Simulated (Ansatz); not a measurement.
**CeSb (Fm-3m): phonon-mediated transition temperature**

What Tc do the phonons of CeSb (Fm-3m) give, and how does it depend on μ*? The cell shown first is a relaxed one, from steps not shown here.

Method: DFT PBEsol, scalar-relativistic, plane waves, PAW, the trivalent lanthanide norm-conserving with 4f in the core, in Ansatz 0.2.0.

Most raw output is cut from this account.

## 1. The cell after earlier relaxation steps

The structure is cubic, space group Fm-3m (No. 225). The conventional cell has a = 6.406 Å, b = 6.406 Å, c = 6.406 Å, α = 90.00°, β = 90.00°, γ = 90.00°. Nearest to Ce lie 6 Sb at 3.20 Å. Nearest to Sb lie 6 Ce at 3.20 Å. Farther neighbours are not listed.

## 2. Electron–phonon run: q 2×2×2, k 6×6×6, scattering 8×8×8

The run that gives the couplings also evaluates McMillan's and Allen and Dynes's formulas and, where asked, the Eliashberg equations, over a range of μ*.

File input.yaml:

```yaml
crystal:
  lattice:
    - [0.0, 3.2028476298, 3.2028476298]
    - [3.2028476298, 0.0, 3.2028476298]
    - [3.2028476298, 3.2028476298, 0.0]
  atoms:
    - { symbol: Ce, position: [0.0, 0.0, 0.0] }
    - { symbol: Sb, position: [0.5, 0.5, 0.5] }
kpoints:
  mp_grid: { grid: [6, 6, 6] }
hamiltonian:
  xc: pbesol
  pseudopotentials:
    kind: paw
    azcp: { Ce: "pseudopotentials/pbe/nc/lanthanide_3plus/Ce.nc.azcp" }
scf:
  occupations: { method: methfessel_paxton, width: 0.2 }
output:
  eigenvalues: true
phonons:
  method: dfpt
  qmesh: [2, 2, 2]
  temperatures: { t_max: 1000, t_step: 50 }
  qpath:
    path:
      - [[0.0, 0.0, 0.0], [0.5, 0.0, 0.5], [0.625, 0.25, 0.625]]
      - [[0.375, 0.375, 0.75], [0.0, 0.0, 0.0], [0.5, 0.5, 0.5], [0.5, 0.25, 0.75], [0.5, 0.0, 0.5]]
    npoints: 10
  electrical_resistivity:
    mesh: [8, 8, 8]
    temperatures: [20.0, 50.0, 77.0, 100.0, 150.0, 200.0, 300.0, 400.0, 600.0, 800.0]
  superconductivity: { mesh: [8, 8, 8] }
```

Command:

```bash
ansatz run input.yaml --threads 4 --pin off --max-ram 10240MiB --backend cpu --events-out ev --progress --plain --runs-dir out
```

Elapsed: 48 s, on 4 threads of Arm Neoverse V2, shared host; peak memory 1.3 GiB.

The files freeze the 4f shell of Ce into the core, so its moment is left out.

Numbers from this step:

```yaml
volume_per_atom: 32.86 Å³
metallic_on_mesh: yes
gap_on_the_k_mesh: 0 eV
zero_point_energy: 0.03988 eV/cell
share_of_imaginary_modes_in_the_plain_interpolation_between_solved_wavevectors: 0
highest_frequency_solved_or_plainly_interpolated: 144.5 cm⁻¹
debye_temperature_second_moment: 206 K
resistivity_at_300_k: 31.94 μΩ cm
coupling_constant_lambda: 0.1165
density_of_states_at_the_fermi_level: 0.1615 states/eV a spin and cell
log_mean_phonon_energy_omega_log: 14.02 meV
transport_coupling_constant_lambda_tr: 0.1209, 0.1209, 0.1209 (xx, yy, zz)
drude_plasma_energy: 2.06, 2.06, 2.06 eV (xx, yy, zz)
resistivity_times_mean_free_path: 72.84, 72.84, 72.84 × 10⁻¹⁶ Ω m² (xx, yy, zz)
second_moment_phonon_energy_omega: 15.39 meV
coupling_lambda_by_branch: 0.00823, 0.0119, 0.0115, 0.0244, 0.0266, 0.0338 (branches by rank of frequency)
```

An empty cell: under 1 mK by a formula, or no transition down to the floor of the Eliashberg search. Transition temperatures:

| μ* | McMillan Tc (K) | Allen–Dynes Tc (K) |
| --- | --- | --- |
| 0.08 | - | - |
| 0.1 | - | - |
| 0.12 | - | - |
| 0.13 | - | - |
| 0.14 | - | - |
| 0.16 | - | - |
| 0.2 | - | - |

## 3. Resistivity: q 3×3×3, k 9×9×9, scattering 12×12×12

The next rung changes the q mesh, which sets the reach of the force constants and couplings; the k mesh of the density and its response; the scattering mesh, which samples the Fermi surface.

input.yaml: that of step 2 with these lines changed.

```diff
@@ -9,3 +9,3 @@
 kpoints:
-  mp_grid: { grid: [6, 6, 6] }
+  mp_grid: { grid: [9, 9, 9] }
 hamiltonian:
@@ -21,3 +21,3 @@
   method: dfpt
-  qmesh: [2, 2, 2]
+  qmesh: [3, 3, 3]
   temperatures: { t_max: 1000, t_step: 50 }
@@ -29,4 +29,4 @@
   electrical_resistivity:
-    mesh: [8, 8, 8]
+    mesh: [12, 12, 12]
     temperatures: [20.0, 50.0, 77.0, 100.0, 150.0, 200.0, 300.0, 400.0, 600.0, 800.0]
-  superconductivity: { mesh: [8, 8, 8] }
+  superconductivity: { mesh: [12, 12, 12] }
```

It took 4.3 min on 4 threads; peak memory 3 GiB.

Numbers from this step:

| Property | Result |
| --- | --- |
| zero point energy | 0.04039 eV/cell |
| highest frequency, solved or plainly interpolated | 155.1 cm⁻¹ |
| Debye temperature (second moment) | 211 K |
| resistivity at 300 K | 27.16 μΩ cm |
| coupling constant λ | 0.1113 |
| density of states at the Fermi level | 0.1473 states/eV a spin and cell |
| log mean phonon energy ħω_log | 13.52 meV |
| transport coupling constant λ_tr | 0.1169, 0.1169, 0.1169 (xx, yy, zz) |
| Drude plasma energy | 2.22, 2.22, 2.22 eV (xx, yy, zz) |
| resistivity times mean free path | 67.93, 67.93, 67.93 × 10⁻¹⁶ Ω m² (xx, yy, zz) |
| second-moment phonon energy ħω₂ | 15.11 meV |
| coupling λ by branch | 0.0106, 0.0125, 0.0115, 0.0256, 0.0238, 0.0272 (branches by rank of frequency) |

An empty cell: under 1 mK by a formula, or no transition down to the floor of the Eliashberg search. Transition temperatures:

| μ* | McMillan Tc (K) | Allen–Dynes Tc (K) |
| --- | --- | --- |
| 0.08 | - | - |
| 0.1 | - | - |
| 0.12 | - | - |
| 0.13 | - | - |
| 0.14 | - | - |
| 0.16 | - | - |
| 0.2 | - | - |

## 4. Resistivity: q 4×4×4, k 12×12×12, scattering 16×16×16

input.yaml, the sections that differ from step 3:

```yaml
kpoints:
  mp_grid: { grid: [12, 12, 12] }
phonons:
  method: dfpt
  qmesh: [4, 4, 4]
  temperatures: { t_max: 1000, t_step: 50 }
  qpath:
    path:
      - [[0.0, 0.0, 0.0], [0.5, 0.0, 0.5], [0.625, 0.25, 0.625]]
      - [[0.375, 0.375, 0.75], [0.0, 0.0, 0.0], [0.5, 0.5, 0.5], [0.5, 0.25, 0.75], [0.5, 0.0, 0.5]]
    npoints: 10
  electrical_resistivity:
    mesh: [16, 16, 16]
    temperatures: [20.0, 50.0, 77.0, 100.0, 150.0, 200.0, 300.0, 400.0, 600.0, 800.0]
  superconductivity: { mesh: [16, 16, 16] }
# crystal, hamiltonian, scf, output: as in step 3
```

Elapsed: 19 min, on 4 threads; peak memory 6.1 GiB.

This step gave:

```
zero point energy                                 : 0.04049 eV/cell
highest frequency, solved or plainly interpolated : 156 cm⁻¹
resistivity at 300 K                              : 26.43 μΩ cm
coupling constant λ                               : 0.1195
density of states at the Fermi level              : 0.1588 states/eV a spin and cell
log mean phonon energy ħω_log                     : 13.37 meV
transport coupling constant λ_tr                  : 0.1283, 0.1283, 0.1283 (xx, yy, zz)
Drude plasma energy                               : 2.336, 2.336, 2.336 eV (xx, yy, zz)
resistivity times mean free path                  : 61.41, 61.41, 61.41 × 10⁻¹⁶ Ω m² (xx, yy, zz)
second-moment phonon energy ħω₂                   : 15.07 meV
coupling λ by branch                              : 0.0117, 0.0125, 0.013, 0.0274, 0.0249, 0.03 (branches by rank of frequency)
```

An empty cell: under 1 mK by a formula, or no transition down to the floor of the Eliashberg search. Transition temperatures:

| μ* | McMillan Tc (K) | Allen–Dynes Tc (K) |
| --- | --- | --- |
| 0.08 | - | - |
| 0.1 | - | - |
| 0.12 | - | - |
| 0.13 | - | - |
| 0.14 | - | - |
| 0.16 | - | - |
| 0.2 | - | - |

The Eliashberg function α²F has structure finer than the step of the table below, so its rows give means over 0.5 meV, whole bins alone (the curve runs from 0.075 to 19.2 meV). Peaks (meV: height): α²F 17.06: 0.655; α²F tr 16.76: 0.636, 17.06: 0.678.

The Eliashberg function α²F by phonon energy; means over each step:

| phonon energy (meV) | α²F | α²F tr |
| --- | --- | --- |
| 1.0 | 4.0e-5 | 1.2e-5 |
| 1.5 | 3.9e-4 | 1.9e-4 |
| 2.0 | 0.00107 | 6.5e-4 |
| 2.5 | 0.00168 | 0.00141 |
| 3.0 | 0.00219 | 0.00205 |
| 3.5 | 0.00272 | 0.00263 |
| 4.0 | 0.00319 | 0.00314 |
| 4.5 | 0.00356 | 0.00363 |
| 5.0 | 0.00418 | 0.00459 |
| 5.5 | 0.00477 | 0.00548 |
| 6.0 | 0.00554 | 0.00673 |
| 6.5 | 0.00619 | 0.00796 |
| 7.0 | 0.00812 | 0.0109 |
| 7.5 | 0.0200 | 0.0252 |
| 8.0 | 0.0322 | 0.0338 |
| 8.5 | 0.0289 | 0.0284 |
| 9.0 | 0.0257 | 0.0243 |
| 9.5 | 0.0297 | 0.0302 |
| 10.0 | 0.0220 | 0.0223 |
| 10.5 | 0.0186 | 0.0184 |
| 11.0 | 0.0167 | 0.0161 |
| 11.5 | 0.0147 | 0.0142 |
| 12.0 | 0.0131 | 0.0125 |
| 12.5 | 0.0114 | 0.0110 |
| 13.0 | 0.0109 | 0.0107 |
| 13.5 | 0.0120 | 0.0122 |
| 14.0 | 0.0156 | 0.0162 |
| 14.5 | 0.00393 | 0.00400 |
| 15.0 | 0.00628 | 0.00623 |
| 15.5 | 0.0191 | 0.0175 |
| 16.0 | 0.0394 | 0.0258 |
| 16.5 | 0.232 | 0.231 |
| 17.0 | 0.548 | 0.579 |
| 17.5 | 0.325 | 0.358 |
| 18.0 | 0.188 | 0.243 |
| 18.5 | 0.0461 | 0.0769 |

Eliashberg function α²F against phonon energy; read off at these points:

| phonon energy (meV) | α²F | Ce | Sb |
| --- | --- | --- | --- |
| 1.00 | 1.5e-5 | 0 | 0 |
| 1.50 | 3.4e-4 | 2.0e-4 | 1.5e-4 |
| 2.00 | 0.00102 | 5.2e-4 | 5.0e-4 |
| 2.50 | 0.00166 | 9.4e-4 | 7.4e-4 |
| 3.00 | 0.00215 | 0.00115 | 9.5e-4 |
| 3.50 | 0.00268 | 0.00148 | 0.0012 |
| 4.00 | 0.00312 | 0.00171 | 0.00141 |
| 4.50 | 0.00354 | 0.00194 | 0.0016 |
| 5.00 | 0.00418 | 0.0023 | 0.0019 |
| 5.50 | 0.00473 | 0.00261 | 0.00211 |
| 6.00 | 0.0056 | 0.0031 | 0.0025 |
| 6.50 | 0.00612 | 0.00335 | 0.00277 |
| 7.00 | 0.00776 | 0.00423 | 0.00353 |
| 7.50 | 0.0192 | 0.0102 | 0.00906 |
| 8.00 | 0.0321 | 0.0169 | 0.0152 |
| 8.50 | 0.0322 | 0.0170 | 0.0153 |
| 9.00 | 0.0263 | 0.0140 | 0.0124 |
| 9.50 | 0.0329 | 0.0173 | 0.0156 |
| 10.00 | 0.0216 | 0.0115 | 0.0101 |
| 10.50 | 0.0185 | 0.00993 | 0.00860 |
| 11.00 | 0.0166 | 0.00893 | 0.00770 |
| 11.50 | 0.0147 | 0.00790 | 0.00680 |
| 12.00 | 0.0131 | 0.00710 | 0.00594 |
| 12.50 | 0.0113 | 0.00611 | 0.00517 |
| 13.00 | 0.0108 | 0.00600 | 0.00480 |
| 13.50 | 0.0118 | 0.00691 | 0.00493 |
| 14.00 | 0.0175 | 0.0112 | 0.00637 |
| 14.50 | 0.00173 | 0.00107 | 7.5e-4 |
| 15.00 | 0.00525 | 0.00136 | 0.00388 |
| 15.50 | 0.0200 | 0.00564 | 0.0143 |
| 16.00 | 0.0342 | 0.0140 | 0.0202 |
| 16.50 | 0.189 | 0.0863 | 0.102 |
| 16.76 | 0.547 | 0.252 | 0.295 |
| 17.00 | 0.581 | 0.270 | 0.311 |
| 17.06 | 0.650 | 0.303 | 0.347 |
| 17.50 | 0.276 | 0.128 | 0.147 |
| 18.00 | 0.189 | 0.0879 | 0.101 |
| 18.50 | 0.0448 | 0.0207 | 0.0241 |
| 19.00 | 0.00414 | 0.00200 | 0.00214 |

## 5. Outcome

```
meshes                        : q 4×4×4, k 12×12×12, scattering 16×16×16
coupling constant λ           : 0.119
log mean phonon energy ħω_log : 13.4 meV
```

What this shows: In the last run (PBEsol, q 4×4×4, k 12×12×12, scattering 16×16×16), with λ = 0.12 and ħω_log = 13.4 meV, Tc at μ* = 0.13 is under 1 mK by the formulas. In that run Allen and Dynes's formula gives no transition above 0.05 K at μ* = 0.10 or more. By the run's own test λ is not converged in the fine mesh: it moves by 2 % between the two finest, and by up to 65 % in the other runs. The run's transport test calls it not converged in the mesh; ρ(300 K) moves by 22 % in the component that moves most. Over the runs, λ takes the values 0.117, 0.111 and 0.119, in the order shown. In this family the pairing and the mass enhancement may come from spin or valence fluctuations and not from phonons. μ* is a typed number, phonons are harmonic, and spin fluctuations are left out; with λ this near or under μ*(1 + 0.62 λ), the formulas give Tc only to its order of magnitude, or none.

[Logs are printed without paths, hosts, clocks, repeated set-up lines and the standing remarks that a program may print on its own settings, such as how far it seeks lower states.]

[Hosts, paths, dates, database ids (printed as entryN), source tags and the programs' standing remarks are cut or masked in the printed files.]
